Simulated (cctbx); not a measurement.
# Accept or mend?

Cell a = 10.0180 Å, b = 13.3520 Å, c = 3.1750 Å, α = 90.00°, β = 90.00°, γ = 90.00°; space group Pbam (no. 55).

Simulated single-crystal data (cctbx): Ag Kα, λ = 0.56087 Å, to d = 0.7 Å, 95 % of the full sphere, strongest reflection 40000 counts, noise from counting, a 6 % proportional error and a noise floor of 2 counts (s.d.); no absorption.

An anisotropic refinement with weights 1/σ² prints:

```text
Rint 0.041, 132 unique reflections to 1.31 A
cycle     R1     wR2    GooF  max shift (A)
   1  0.0157  0.0439   1.592   0.01600
   2  0.0116  0.0250   0.909   0.00001
final R1 0.0116 wR2 0.0250 GooF 0.909  parameters 56  data/parameter 2.4
atom        x        y        z      Ueq    occ   su(xyz)  su(Uiso or U11)
Ni1    0.50473  0.27993  0.50000   0.0147  1.000  0.00006  0.0010
Ni2    0.50000  0.50000  0.00000   0.0166  1.000  0.00000  0.0011
Ni3    0.74302  0.11366  0.00000   0.0173  1.000  0.00007  0.0010
Ni4    0.50000  0.00000  0.50000   0.0177  1.000  0.00000  0.0012
S1     0.88809  0.08057  0.50000   0.0287  1.000  0.00020  0.0014
O1     0.63035  0.36002  0.00000   0.0279  1.000  0.00058  0.0043
O2     0.85469  0.26628  0.00000   0.0299  1.000  0.00038  0.0027
O3     0.60888  0.14847  0.50000   0.0291  1.000  0.00047  0.0036
O4     0.84975  0.46054  0.00000   0.0308  1.000  0.00044  0.0032
C1     0.77500  0.36025  0.00000   0.0169  1.000  0.00085  0.0069
difference map: max 0.14 min -0.30 rms 0.06
Q1    0.0178  0.4033  0.1700    8    0.15  1.55 A from O3
Q2    0.2237  0.0159  0.3665    8    0.14  1.75 A from O4
Q3    0.9985  0.1628  0.2339    8    0.14  1.14 A from Ni1
Q4    0.2507  0.2133  0.3877    8    0.13  1.59 A from C1
Q5    0.0465  0.7023  0.0000    4    0.12  1.08 A from O2
Q6    0.1436  0.1665  0.1789    8    0.10  0.68 A from O1
```

Q: Accept it or mend it, and why?

Mend it. The fault: data cut at low resolution. Against the right model at the same level, R1 goes from 0.0148 to 0.0116 and GooF from 0.93 to 0.91. The atoms are right, but there are too few data for the parameters: R1 flatters and the s.u.s grow. Data per parameter fall from 13.6 to 2.4.

The compound is Ni3CSO4. The right model at the same level gives:

```text
Rint 0.047, 759 unique reflections to 0.70 A
cycle     R1     wR2    GooF  max shift (A)
   1  0.0243  0.0710   1.784   0.00515
   2  0.0148  0.0368   0.925   0.00000
final R1 0.0148 wR2 0.0368 GooF 0.925  parameters 56  data/parameter 13.6
atom        x        y        z      Ueq    occ   su(xyz)  su(Uiso or U11)
Ni1    0.50478  0.27991  0.50000   0.0149  1.000  0.00002  0.0001
Ni2    0.50000  0.50000  0.00000   0.0169  1.000  0.00000  0.0002
Ni3    0.74289  0.11370  0.00000   0.0177  1.000  0.00002  0.0001
Ni4    0.50000  0.00000  0.50000   0.0182  1.000  0.00000  0.0002
S1     0.88819  0.08050  0.50000   0.0279  1.000  0.00005  0.0002
O1     0.63026  0.35980  0.00000   0.0260  1.000  0.00017  0.0008
O2     0.85544  0.26634  0.00000   0.0277  1.000  0.00015  0.0007
O3     0.60913  0.14817  0.50000   0.0265  1.000  0.00017  0.0007
O4     0.84911  0.46067  0.00000   0.0290  1.000  0.00016  0.0007
C1     0.77603  0.35987  0.00000   0.0185  1.000  0.00020  0.0008
difference map: max 0.39 min -0.67 rms 0.10
Q1    0.2380  0.6971  0.5000    4    0.39  1.77 A from C1
Q2    0.1957  0.7566  0.3285    8    0.37  1.20 A from O2
Q3    0.2195  0.1832  0.0000    4    0.35  0.81 A from C1
Q4    0.0811  0.5079  0.2602    8    0.34  1.12 A from Ni4
Q5    0.0532  0.8600  0.1759    8    0.33  1.43 A from S1
Q6    0.0514  0.4092  0.1781    8    0.30  1.40 A from O3
```

The model is made up (kin elements in a known structure type, no relaxation), so it says nothing on whether the phase exists.

[Middle refinement cycles are left out of these outputs.]

[Logs are printed without paths, hosts, clocks, repeated set-up lines and the standing remarks that a program may print on its own settings, such as how far it seeks lower states.]
